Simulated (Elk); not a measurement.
**MnZn: spin-resolved bands and density of states**

Aim: the bands and densities of states of MnZn in the lowest state of several starts.

Method: PBEsol; all-electron APW+lo, Dirac cores, scalar-relativistic bands, in Elk 11.2.3 (patched build).

**1. Starting point**

Symmetry: Pm-3m, No. 221, cubic system. Conventional cell: a = 3.070 Å, b = 3.070 Å, c = 3.070 Å, α = 90.00°, β = 90.00°, γ = 90.00°. Nearest to Mn lie 8 Zn at 2.66 Å. Nearest to Zn lie 8 Mn at 2.66 Å. Farther neighbours are not listed.

**2. The magnetic state**

Bands and densities of states are read from a converged potential, so the magnetic state comes first.

This is the lowest of the starts that converged (antiferro q=(1/2,1/2,1/2) +-). Its cell is doubled, so bands are folded, the special points are those of the doubled cell and densities of states count per doubled cell.

The last three numbers of an atom's line are a seed field in its sphere. It points against the wanted moment and shrinks by the factor reducebf each loop.

elk.in reads:

```
tasks
  0

xctype
  22

rgkmax
  7.0

nempty
  14

swidth
  0.003

reducebf
  0.5

epsengy
  1e-05

maxscl
  100

lmaxi
  3

stype
  0

mixtype
  3

mixsdb
  8

spinpol
  .true.

sppath
  './'

avec
  11.60291840520 0.00000000000 0.00000000000
  5.80145920260 5.80145920260 0.00000000000
  5.80145920260 0.00000000000 5.80145920260

atoms
  2
  'Mn.in'
  2
  0.0000000000 0.0000000000 0.0000000000   0.000000 0.000000 -0.105000
  0.5000000000 0.0000000000 0.0000000000   0.000000 0.000000 0.105000
  'Zn.in'
  2
  0.7500000000 0.5000000000 0.5000000000   0.000000 0.000000 0.000000
  0.2500000000 0.5000000000 0.5000000000   0.000000 0.000000 0.000000

ngridk
  4 8 8
```

Command:

```bash
OMP_NUM_THREADS=2 elk
```

Numbers of over 12 decimals in the logs are rounded to 6 here.

Output:

```text
┌─────────────────────────┐
│ Elk code version 11.2.3 │
└─────────────────────────┘

All units are atomic (Hartree, Bohr, etc.)

┌─────────────────────────────────────────────────┐
│ Ground-state run starting from atomic densities │
└─────────────────────────────────────────────────┘

Lattice vectors :
   11.60291841       0.000000000       0.000000000
   5.801459203       5.801459203       0.000000000
   5.801459203       0.000000000       5.801459203

Species : 1 (Mn)
 parameters loaded from : Mn.in
 name : manganese
 nuclear charge    :   -25.00000000
 electronic charge :    25.00000000
 atomic mass :    100145.9370
 muffin-tin radius :    2.400000000
 number of radial points in muffin-tin :    993
 inner part over the whole radius :   0.9953723401E-02
 number on inner part of muffin-tin    :    700
 approximate nuclear radius :   0.7074591925E-04
 number of mesh points to nuclear radius :    330
 atomic positions (lattice), magnetic fields (Cartesian) :
  1 :   0.00000000  0.00000000  0.00000000    0.00000000  0.00000000 -0.10500000
  2 :   0.50000000  0.00000000  0.00000000    0.00000000  0.00000000  0.10500000

Species : 2 (Zn)
 parameters loaded from : Zn.in
 name : zinc
 nuclear charge    :   -30.00000000
 electronic charge :    30.00000000
 atomic mass :    119233.3130
 muffin-tin radius :    2.400000000
 number of radial points in muffin-tin :    993
 inner part over the whole radius :   0.9843840322E-02
 number on inner part of muffin-tin    :    701
 approximate nuclear radius :   0.7484757725E-04
 number of mesh points to nuclear radius :    337
 atomic positions (lattice), magnetic fields (Cartesian) :
  1 :  -0.25000000  0.50000000  0.50000000    0.00000000  0.00000000  0.00000000
  2 :   0.25000000  0.50000000  0.50000000    0.00000000  0.00000000  0.00000000

Total number of atoms per unit cell :    4
Total muffin-tin volume :    231.6233432
 ratio of muffin-tin to unit cell volume :   0.5931173148

Spin treatment :
 spin-polarised
 global magnetic field (Cartesian) :    0.000000000       0.000000000       0.000000000
 collinear magnetisation in z-direction

Number of Bravais lattice symmetries :   48
Number of crystal symmetries         :   96
Crystal has inversion symmetry
Real symmetric eigensolver will be used

k-point grid :      4     8     8
k-point offset :    0.000000000       0.000000000       0.000000000
k-point set is reduced with full crystal symmetry group
Total number of k-points :       19

Muffin-tin radius times maximum |G+k| :    7.000000000
 using average radius
Maximum |G+k| for APW functions       :    2.916666667
Maximum (1/2)|G+k|²                   :    4.253472222
Maximum |G| for potential and density :    12.00000000
Constant for pseudocharge density :    7
 order of it for each species :   14  14
 order of it for pair densities of each species (exact exchange by exxq0 0: 14) :   10  10
Radial integration step length :    1

G-vector grid sizes :     45    32    32
Number of G-vectors :    11527

Maximum angular momentum used for
 APW functions            :    8
 outer part of muffin-tin :    6
 inner part of muffin-tin :    3

Number of empty states         :     56
Total number of valence states :    180
Total number of core states    :     44

Third-order local-orbitals added for an l without core states : T
Total number of local-orbitals :     90

Exchange-correlation functional :     22     0     0
 PBEsol, Phys. Rev. Lett. 100, 136406 (2008)
 gradient requirement :    1
 generalised gradient approximation (GGA)

Smearing type :    0
 Gaussian
Smearing width :   0.3000000000E-02
Effective electronic temperature (K) :    947.3250744

Mixing type :    3
 Broyden mixing, J. Phys. A: Math. Gen. 17, L317 (1984)

Kohn-Sham potential initialised from atomic data

┌──────────────────────────────┐
│ Self-consistent loop started │
└──────────────────────────────┘

┌─────────────────┐
│ Loop number : 1 │
└─────────────────┘

Energies :
 Fermi                       :     0.134128
 sum of occupied eigenvalues :     -3407.5933915230
 electron kinetic            :      5990.2200950503
 core electron kinetic       :      5332.8730135966
 Coulomb                     :     -11652.617374867
 Coulomb potential           :     -9085.1662082831
 nuclear-nuclear             :     -953.17098865663
 electron-nuclear            :     -12346.246793582
 Hartree                     :      1646.8004073710
 Madelung                    :     -7110.0342707258
 xc potential                :     -312.37334060224
 xc effective B-field        :    -0.318102
 external B-field            :      0.000000
 exchange                    :     -236.37656019756
 correlation                 :     -5.893088
 electron entropic           :    -0.32931817176392E-03
 total energy                :     -5904.6672569990
 (external B-field energy excluded from total)

Density of states at Fermi energy :    73.18181595
 (states/Hartree/unit cell)

Estimated indirect band gap :   0.3453335511E-02
 from k-point 4 to k-point 4
Estimated direct band gap   :   0.3453335511E-02
 at k-point 4

Charges :
 core                        :    44.00000000
 valence                     :    66.00000000
 interstitial                :    4.493572157
 muffin-tins (core leakage)
  species : 1 (Mn)
   atom 1                    :    24.03185335     ( -0.2246771835E-06)
   atom 2                    :    24.03185335     ( -0.2246771835E-06)
  species : 2 (Zn)
   atom 1                    :    28.72136057     (  0.8978777155E-04)
   atom 2                    :    28.72136057     (  0.8978777155E-04)
 total in muffin-tins        :    105.5064278
 total calculated charge     :    109.9993348
 total charge                :    110.0000000
 error                       :   0.6652344718E-03

Moments :
 interstitial                :  -0.3713101787E-17
 muffin-tins
  species : 1 (Mn)
   atom 1                    :    2.971743961
   atom 2                    :   -2.971743961
  species : 2 (Zn)
   atom 1                    :  -0.4517061050E-21
   atom 2                    :  -0.4517061050E-21
 total in muffin-tins        :  -0.9034122099E-21
 total moment                :  -0.3714005199E-17

[... earlier loops left out ...]

┌──────────────────┐
│ Loop number : 21 │
└──────────────────┘

Energies :
 Fermi                       :     0.250982
 sum of occupied eigenvalues :     -3401.3894859463
 electron kinetic            :      5998.2547124536
 core electron kinetic       :      5333.1808243206
 Coulomb                     :     -11659.888426065
 Coulomb potential           :     -9081.4076711185
 nuclear-nuclear             :     -953.17098865663
 electron-nuclear            :     -12364.209134963
 Hartree                     :      1657.4916975542
 Madelung                    :     -7119.1845905058
 xc potential                :     -317.80075339247
 xc effective B-field        :    -0.435774
 external B-field            :      0.000000
 exchange                    :     -236.96653499381
 correlation                 :     -5.891465
 electron entropic           :    -0.21013295510288E-03
 total energy                :     -5904.4919235516
 (external B-field energy excluded from total)

Density of states at Fermi energy :    46.69621225
 (states/Hartree/unit cell)

Estimated indirect band gap :   0.3293825216E-02
 from k-point 4 to k-point 12
Estimated direct band gap   :   0.1158394628E-01
 at k-point 14

Charges :
 core                        :    44.00000000
 valence                     :    66.00000000
 interstitial                :    4.508069245
 muffin-tins (core leakage)
  species : 1 (Mn)
   atom 1                    :    23.70035084     ( -0.2246772777E-06)
   atom 2                    :    23.70035084     ( -0.2246772777E-06)
  species : 2 (Zn)
   atom 1                    :    29.04561454     (  0.8266692110E-04)
   atom 2                    :    29.04561454     (  0.8266692110E-04)
 total in muffin-tins        :    105.4919308
 total calculated charge     :    109.9993766
 total charge                :    110.0000000
 error                       :   0.6233608643E-03

Moments :
 interstitial                :  -0.2928001855E-17
 muffin-tins
  species : 1 (Mn)
   atom 1                    :    3.476176279
   atom 2                    :   -3.476176279
  species : 2 (Zn)
   atom 1                    :   0.4558178406E-21
   atom 2                    :   0.4558178406E-21
 total in muffin-tins        :   0.9116356812E-21
 total moment                :  -0.2927090219E-17

┌──────────────────────────────┐
│ Self-consistent loop stopped │
└──────────────────────────────┘

Wrote STATE.OUT
```

It took 3.3 min on 2 threads of Arm Neoverse V2, shared host; peak memory 0.25 GiB.

Spin moment in the muffin-tin sphere by atom:

```csv
atom,spin moment in the muffin-tin sphere (μB)
Mn1,3.48
Mn2,-3.48
Zn3,0.00
Zn4,0.00
```

Numbers from this step:

```
density of states at the Fermi level : 1.716 states/eV/cell
moment between the spheres           : 0 μB
magnetization                        : 0 μB
final state                          : antiferromagnetic
```

**3. Bands and density of states**

The potential is kept. Point names follow a standard table for this cell's lattice and can differ from other conventions. The density of states is interpolated from the levels on the mesh (so its value at the Fermi level can differ from the smeared one of the ground-state run), and the bands are solved anew along a path of special points.

Changes to elk.in since step 2:

```diff
@@ -1,3 +1,5 @@
 tasks
-  0
+  10
+  20
+  15
 
@@ -51,4 +53,4 @@
   2
-  0.0000000000 0.0000000000 0.0000000000   0.000000 0.000000 -0.105000
-  0.5000000000 0.0000000000 0.0000000000   0.000000 0.000000 0.105000
+  0.0000000000 0.0000000000 0.0000000000   0.000000 0.000000 -0.000105
+  0.5000000000 0.0000000000 0.0000000000   0.000000 0.000000 0.000105
   'Zn.in'
@@ -60 +62,15 @@
   4 8 8
+
+wplot
+  300 60 1
+  -0.35000 0.25000
+
+plot1d
+  7 84
+  0.00000000 0.00000000 0.00000000
+  0.00000000 0.50000000 0.00000000
+  0.25000000 0.62500000 0.25000000
+  0.75000000 0.75000000 0.37500000
+  0.00000000 0.00000000 0.00000000
+  0.50000000 0.50000000 0.50000000
+  0.50000000 0.75000000 0.25000000
```

Command:

```bash
OMP_NUM_THREADS=2 elk
```

Output:

```text
┌─────────────────────────────────┐
│ Elk code version 11.2.3 started │
└─────────────────────────────────┘

Info(readinput): the functional depends on the density's gradient
 muffin-tin radial points multiplied by    2.00000
 (not where nrmtscf is given)

┌───────────────────┐
│ Current task : 10 │
└───────────────────┘

Info(writedos):
 Total density of states written to TDOS.OUT

 Partial density of states written to PDOS_Sss_Aaaaa.OUT
 for all species and atoms

 Spin-quantisation axis :    0.000000000       0.000000000       1.000000000

 Eigenvalues of a random matrix symmetrised with the site
 symmetries in the Yₗₘ basis written to ELMIREP.OUT for all
 species and atoms. Degenerate eigenvalues correspond to
 irreducible representations of each site symmetry group

 Interstitial density of states written to IDOS.OUT

 Fermi energy is at zero in plots

 DOS units are states/Hartree/unit cell

┌───────────────────┐
│ Current task : 20 │
└───────────────────┘

Info(bandstr):
 Band structure plot written to BAND.OUT

 Fermi energy is at zero in plot

 Vertex location lines written to BANDLINES.OUT

┌───────────────────┐
│ Current task : 15 │
└───────────────────┘

Info(writelsj):
 muffin-tin L, S and J expectation values written to LSJ.OUT

┌──────────────────┐
│ Elk code stopped │
└──────────────────┘
```

The job ended after 2 min (2 threads; peak memory 0.35 GiB; 3.6 min of CPU time).

The electronic bands at the labelled points (eV, zero at the Fermi level; # counts the bands kept):

```csv
point,up #17,up #18,up #19,up #20,down #17,down #18,down #19,down #20
Γ,0.15,0.15,0.15,0.99,0.15,0.15,0.15,0.99
halfway,-0.57,-0.57,-0.48,-0.24,-0.57,-0.57,-0.48,-0.24
X,-2.20,-1.51,-1.51,-0.40,-2.20,-1.51,-1.51,-0.40
0.43 of the way,-2.36,-1.72,-1.42,-0.21,-2.36,-1.72,-1.42,-0.21
U,-2.17,-1.96,-1.11,0.07,-2.17,-1.96,-1.11,0.07
0.45 of the way,-2.24,-1.92,-1.39,0.42,-2.24,-1.92,-1.39,0.42
K,-2.17,-1.96,-1.11,0.07,-2.17,-1.96,-1.11,0.07
0.53 of the way,-1.15,-0.99,0.15,0.27,-1.15,-0.99,0.15,0.27
Γ,0.15,0.15,0.15,0.99,0.15,0.15,0.15,0.99
0.47 of the way,-1.01,-0.12,-0.12,0.69,-1.01,-0.12,-0.12,0.69
L,-2.23,-0.82,-0.82,0.44,-2.23,-0.82,-0.82,0.44
0.46 of the way,-2.32,-1.42,-0.95,0.38,-2.32,-1.42,-0.95,0.38
W,-2.14,-2.14,-1.66,0.54,-2.14,-2.14,-1.66,0.54
```

The density of states has structure finer than the step of the table below, so its rows give means over 0.5 eV, whole bins alone (the curve runs from -9.52 to 6.75 eV). Peaks (eV: height): up = down -7.29: 17.1, -7.18: 18.1, -2.56: 6.61, 0.76: 4.58; Mn1 d up -2.94: 2.40, -2.50: 5.23; Mn1 d down 0.76: 3.72; Zn3 d up -7.29: 7.94, -7.18: 8.61; Zn3 d down -7.29: 7.94, -7.18: 8.61.

The density of states by energy, zero at the Fermi level; means over each step; values in states/eV/cell:

```csv
energy (eV),up = down,Mn1 d up,Mn1 d down,Zn3 d up,Zn3 d down
-9.0,0.0735,4.2e-5,1.9e-5,4.8e-4,4.8e-4
-8.5,0.195,3.7e-4,2.3e-4,0.00766,0.00766
-8.0,0.496,0.00206,0.00154,0.0808,0.0808
-7.5,9.07,0.0818,0.0352,3.99,3.99
-7.0,10.6,0.0690,0.0299,5.01,5.01
-6.5,0.800,0.0155,0.00320,0.230,0.230
-6.0,0.488,0.0206,0.00446,0.0705,0.0704
-5.5,0.451,0.0305,0.0101,0.0391,0.0390
-5.0,0.845,0.114,0.0296,0.0484,0.0487
-4.5,0.770,0.197,0.0391,0.0321,0.0320
-4.0,0.620,0.231,0.0278,0.0175,0.0175
-3.5,1.22,0.628,0.0305,0.0258,0.0258
-3.0,2.41,1.51,0.0667,0.0400,0.0400
-2.5,4.34,3.39,0.145,0.0723,0.0723
-2.0,1.35,0.853,0.0861,0.0254,0.0254
-1.5,1.37,0.590,0.185,0.0179,0.0179
-1.0,1.67,0.392,0.467,0.0222,0.0222
-0.5,0.992,0.176,0.420,0.0157,0.0157
0.0,0.996,0.200,0.535,0.0112,0.0112
0.5,3.01,0.191,2.22,0.0403,0.0403
1.0,2.15,0.0967,1.64,0.0267,0.0267
1.5,1.55,0.147,0.959,0.0169,0.0169
2.0,1.15,0.0986,0.595,0.0155,0.0155
2.5,0.803,0.0653,0.316,0.0120,0.0120
3.0,0.430,0.0331,0.125,0.00778,0.00778
3.5,0.240,0.0144,0.0550,0.00557,0.00557
4.0,1.30,0.112,0.368,0.0208,0.0208
4.5,0.709,0.0575,0.159,0.0163,0.0163
5.0,0.657,0.0370,0.0996,0.0234,0.0234
5.5,1.13,0.0630,0.175,0.0353,0.0352
6.0,0.872,0.0554,0.131,0.0237,0.0238
```

**4. Summary of results**

| Quantity | Value |
| --- | --- |
| state | antiferromagnetic |
| largest moment | 3.48 μB |

What this shows: Right at the Fermi level (the table gives means over its steps) the density of states is 0.84 states/eV a cell for spin up and 0.84 for spin down. Within the window shown, the centres of the Mn1 d states of the two spins lie 3.0 eV apart, a rough measure of the splitting of the spins. The state is the lowest of the starts that converged. These are Kohn–Sham levels without spin–orbit coupling. The smearing is not Fermi–Dirac, so its width is no temperature.

[Logs and program files are shortened in this print: banners, set-up blocks, solver, clock and traceback lines can be left out without a mark of their own.]

[Logs are printed without paths, hosts, clocks, repeated set-up lines and the standing remarks that a program may print on its own settings, such as how far it seeks lower states.]

[Hosts, paths, dates, database ids (printed as entryN), source tags and the programs' standing remarks are cut or masked in the printed files.]

[Where a cell is said to come from a database of computed structures, the database is the Materials Project.]
